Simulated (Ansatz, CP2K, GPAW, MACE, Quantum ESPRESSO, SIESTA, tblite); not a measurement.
# How far do other methods lie from plane waves? Amorphous Si (76 atoms)

One geometry of amorphous Si (76 atoms) is solved by several programs and methods. How far do their forces lie from a plane-wave PBE run?

Results are calculated, not measured.

## Step 1: The structure

The cell holds 76 atoms (76 Si), with edges of 11.52, 11.52 and 11.52 Å. Recipe: 76 atoms (76 Si) placed at random at 2.32 g/cm³, melted at 3500 K for 10 ps at fixed volume with the Tersoff potential (Tersoff, Phys. Rev. B 39, 5566 (1989)). Quenched from 3100 K to 500 K at 10 K/ps and fixed volume, annealed at 900 K for 50 ps, held 5 ps. Then every atom was moved at random, 0.05 Å r.m.s. a Cartesian component. The density is 2.32 g/cm³.

## Step 2: The reference input

Quantum ESPRESSO 7.5: Kohn-Sham DFT, PBE, SSSP efficiency 1.3.0 pseudopotentials, plane waves. Its input, pw.in:

```
&control
  calculation = 'scf'
  pseudo_dir = './pseudo'
  outdir = './tmp'
  disk_io = 'none'
  tprnfor = .true.
  tstress = .true.
/
&system
  ibrav = 0
  nat = 76
  ntyp = 1
  ecutwfc = 45
  ecutrho = 360
  nosym = .true.
  occupations = 'smearing'
  smearing = 'fd'
  degauss = 0.003675
/
&electrons
  conv_thr = 3.8e-07
  electron_maxstep = 100
  mixing_beta = 0.2
  mixing_mode = 'local-TF'
  diagonalization = 'david'
/
ATOMIC_SPECIES
Si 28.085 Si.upf
CELL_PARAMETERS angstrom
11.52060 0.00000 0.00000
0.00000 11.52060 0.00000
0.00000 0.00000 11.52060
ATOMIC_POSITIONS crystal
Si 0.95701 0.28468 0.06126
Si 0.64647 0.35974 0.10614
Si 0.06832 0.06670 0.21606
Si 0.29154 0.29325 0.07318
[... 70 atom lines left out ...]
Si 0.67665 0.80963 0.62567
Si 0.74718 0.62255 0.31320
K_POINTS gamma
```

```console
$ OMP_NUM_THREADS=1 mpirun -np 4 pw.x -in pw.in > output.txt
```

The job ended after 1.8 min (4 MPI ranks of Arm Neoverse V2, shared host; peak memory 4.6 GiB; 7.2 min of CPU time).

It converged with an r.m.s. force component of 0.94 eV/Å and a pressure of 0.29 GPa.

## Step 3: The other programs

- CP2K 2026.2: Gaussian basis with GTH pseudopotentials and a plane-wave density; labels give functional, basis (MOLOPT sets; SR short-range, UZH the newer set with its own potentials), grid cutoff/relative cutoff and solver (OT: orbital transformation; TRS4, TC2, SIGN: linear-scaling purification with its sparsity filter), or its built-in tight binding.
- GPAW 26.7.0: PAW with atomic orbitals (LCAO), plane waves or a real-space grid of spacing h.
- MACE: machine-learned potential, published weights.
- Quantum ESPRESSO 7.5: plane waves; labels (QE) give functional, pseudopotential set and cutoffs of waves/density.
- SIESTA 5.4.2: numerical atomic orbitals, whose automatically made sets are far from complete, with PseudoDojo norm-conserving potentials that we converted to its format (checked against plane waves on the same files for H, C, O, Si, Ge and Ca alone); labels give functional, basis size, energy shift and mesh cutoff.
- tblite 0.8.0: extended tight binding, driven from Python.

All use the same cell and atoms, and the electronic-structure runs the same k-mesh.

## Step 4: All runs compared

Differences are against the reference: forces as r.m.s. over components, share as that over the reference's r.m.s. force, slope as the fitted ratio of a run's forces to the reference's.

```csv
run,"Δ force, r.m.s. (meV/Å)",share (%),slope,Δ pressure (GPa),cores,CPU time,memory (GiB)
reference,-,-,-,-,4,7.2 min,4.6
"CP2K BLYP, DZVP-MOLOPT-SR, 350/50 Ry, diagonalisation",118,12.6,0.997,2.93,2,2.9 min,1.9
"CP2K GFN1-xTB, diagonalisation",286,30.4,1.162,7.05,1,31 s,0.28
"CP2K PBE+D3(BJ), DZVP-MOLOPT-SR, 350/50 Ry, diagonalisation",71.6,7.62,0.979,-2.00,2,2.9 min,1.9
"CP2K PBE, DZVP-MOLOPT-SR, 244/50 Ry, diagonalisation (coarse)",25,2.66,1.010,-0.150,2,2.8 min,1.4
"CP2K PBE, DZVP-MOLOPT-SR, 350/30 Ry, diagonalisation (coarse)",25.0,2.66,1.010,-0.148,2,2.3 min,1.9
"CP2K PBE, DZVP-MOLOPT-SR, 350/50 Ry, diagonalisation",25.0,2.66,1.010,-0.150,2,2.9 min,1.9
"CP2K PBE, DZVP-MOLOPT-SR, 489/50 Ry, diagonalisation",25.0,2.66,1.010,-0.150,2,3.4 min,2.9
"CP2K PBE, SZV-MOLOPT-SR, 350/50 Ry, diagonalisation (coarse)",481,51.2,1.319,8.18,1,1.8 min,1.7
"CP2K PBE, TZV2P-MOLOPT, 350/50 Ry, diagonalisation",21.2,2.25,0.997,-0.309,4,7.9 min,3.2
"CP2K PBE, TZVP-UZH, 350/50 Ry, diagonalisation",25.0,2.66,1.001,-0.123,4,6 min,3.2
"CP2K TPSS, PBE potentials, DZVP-MOLOPT-SR, 350/50 Ry, diagonalisation",52.8,5.62,1.012,-0.167,2,8.9 min,1.9
"GPAW PBE, LCAO dzp, h 0.16 Å",50.0,5.33,1.043,-,1,7.7 min,3.0
"GPAW PBE, LCAO dzp, h 0.2 Å",50.0,5.32,1.043,-,1,4 min,1.5
"GPAW PBE, LCAO dzp, h 0.2 Å, other mixer settings",49.7,5.29,1.043,-,1,5.7 min,1.4
"GPAW PBE, LCAO szp(dzp), h 0.2 Å (coarse)",147,15.7,1.110,-,1,3.2 min,1.5
MACE MP-0b2 small potential,424,45.2,0.572,0.177,1,5.4 s,0.67
MACE MP-0b3 medium potential,349,37.1,0.667,-0.350,1,6.6 s,0.91
MACE MPA-0 medium potential,225,23.9,0.845,-0.367,1,6.8 s,0.87
"QE PBE, gbrv-1.5, 40/200 Ry",4.72,0.502,0.996,-0.0687,2,4.1 min,2.2
"QE PBE, sssp-1.3.0-efficiency, 35/280 Ry (coarse)",0.917,0.098,1.000,0.008,2,5.2 min,3.2
"SIESTA PBE, DZP, shift 0.01 Ry, mesh 300 Ry",50.9,5.42,1.046,0.568,2,6 min,1.8
"SIESTA PBE, SZ, shift 0.01 Ry, mesh 300 Ry (coarse)",517,55.0,1.438,11.2,1,84 s,0.74
"SIESTA PBE, SZP, shift 0.01 Ry, mesh 300 Ry (coarse)",283,30.1,1.213,5.43,1,4.1 min,1.3
"SIESTA PBE, TZP, shift 0.01 Ry, mesh 300 Ry",54.9,5.84,1.046,0.669,2,7.7 min,2.1
"SIESTA vdW-DF2, PBE potentials, DZP, shift 0.01 Ry, mesh 300 Ry",126,13.5,1.055,5.75,2,16 min,2.5
tblite IPEA1-xTB,296,31.5,1.177,1.92,1,4 s,0.15
```

Rows marked coarse were listed beforehand as settings not expected to be converged; some can still land near the reference.

Times of the machine-learned potentials are mostly Python's start and the loading of weights.

Left out of this page: QE PBE, sssp-1.3.0-efficiency, 45/360 Ry (killed or ended with an error).

Runs without a result: tblite GFN2-xTB (not converged).

CPU time is summed over cores on shared hosts, so it is rough.

## Step 5: What came out

Forces lie from 0.098 % (QE PBE, sssp-1.3.0-efficiency, 35/280 Ry, coarse) to 55 % (SIESTA PBE, SZ, shift 0.01 Ry, mesh 300 Ry, coarse) of the reference's r.m.s. force of 0.94 eV/Å away from it. Other PBE runs on plane waves or a grid: QE PBE, gbrv-1.5, 40/200 Ry 0.50 % of the r.m.s. force; the reference has errors of its own, so differences under a few per cent don't tell which side is nearer the exact PBE result. The PBE runs in local orbitals, coarse settings apart, differ by 2.3 % (CP2K PBE, TZV2P-MOLOPT, 350/50 Ry, diagonalisation) to 5.8 % (SIESTA PBE, TZP, shift 0.01 Ry, mesh 300 Ry); basis, grid and potentials can all enter. Tight binding differs by 30 % (CP2K GFN1-xTB, diagonalisation) to 32 % (tblite IPEA1-xTB); it is another model, with fitted parameters of its own, and the xTB methods hold dispersion.

Machine-learned potentials differ by 24 % (MACE MPA-0 medium potential) to 45 % (MACE MP-0b2 small potential); they were trained on other programs' data. Among those trained on PBE data the slope goes as low as 0.57, which softening far from their training structures can give, though the reference's k-sampling is untested too. Rows with another functional or a dispersion term differ by 5.6 % (CP2K TPSS, PBE potentials, DZVP-MOLOPT-SR, 350/50 Ry, diagonalisation) to 13 % (SIESTA vdW-DF2, PBE potentials, DZP, shift 0.01 Ry, mesh 300 Ry), which mixes the change of model with differences of basis and potentials, some of them made for another functional. IPEA1-xTB was fitted to ionisation energies and electron affinities, not to forces or charges. Runs with settings chosen to be coarse differ by 0.098 % (QE PBE, sssp-1.3.0-efficiency, 35/280 Ry) to 55 % (SIESTA PBE, SZ, shift 0.01 Ry, mesh 300 Ry), their programs' other errors included. SIESTA PBE, SZ, shift 0.01 Ry, mesh 300 Ry stiffens the forces by a factor of 1.44 while following their directions (correlation 0.974); the slopes of the 5 SIESTA runs lie between 1.05 and 1.44. From CP2K PBE, DZVP-MOLOPT-SR, 244/50 Ry, diagonalisation to the finer CP2K PBE, DZVP-MOLOPT-SR, 489/50 Ry, diagonalisation the share goes from 2.66 to 2.66 %, so the grid isn't what parts these runs from the reference. From GPAW PBE, LCAO dzp, h 0.2 Å to the finer GPAW PBE, LCAO dzp, h 0.16 Å the share goes from 5.32 to 5.33 %, so the grid isn't what parts these runs from the reference. Pressures at PBE, coarse settings apart, lie -0.31 to +0.67 GPa from the reference's.

Caveats: Periodic xTB results under one method name differ between programs and library versions. The reference's pressure holds the uncorrected Pulay stress of its 45 Ry basis, so small pressure differences may be the reference's own error. Machine-learned potentials mimic data converged in k, so the reference's own k-point error enters their differences. The quench rate of 10 K/ps is many orders above laboratory rates, so the cell is likely richer in defects and strain than a real sample. The network of bonds at the start is that of the classical potential that made the cell, and needn't be the one that DFT or experiment would give. The electronic-structure runs sample only Γ, in a cell whose shortest periodic width is 12 Å, which is coarse for a cell with partly filled levels. Where levels are smeared, the DFT runs use Fermi–Dirac occupations at 580 K (0.05 eV), and energies are free energies. The atoms were displaced at random, and shares hang on the size of the forces that this gives. The reference's cutoffs and mesh weren't converged further here.

[Logs are printed without paths, hosts, clocks, repeated set-up lines and the standing remarks that a program may print on its own settings, such as how far it seeks lower states.]

[Hosts, paths, dates, database ids (printed as entryN), source tags and the programs' standing remarks are cut or masked in the printed files.]

[Cells were taken only where this reference lay near another plane-wave run.]
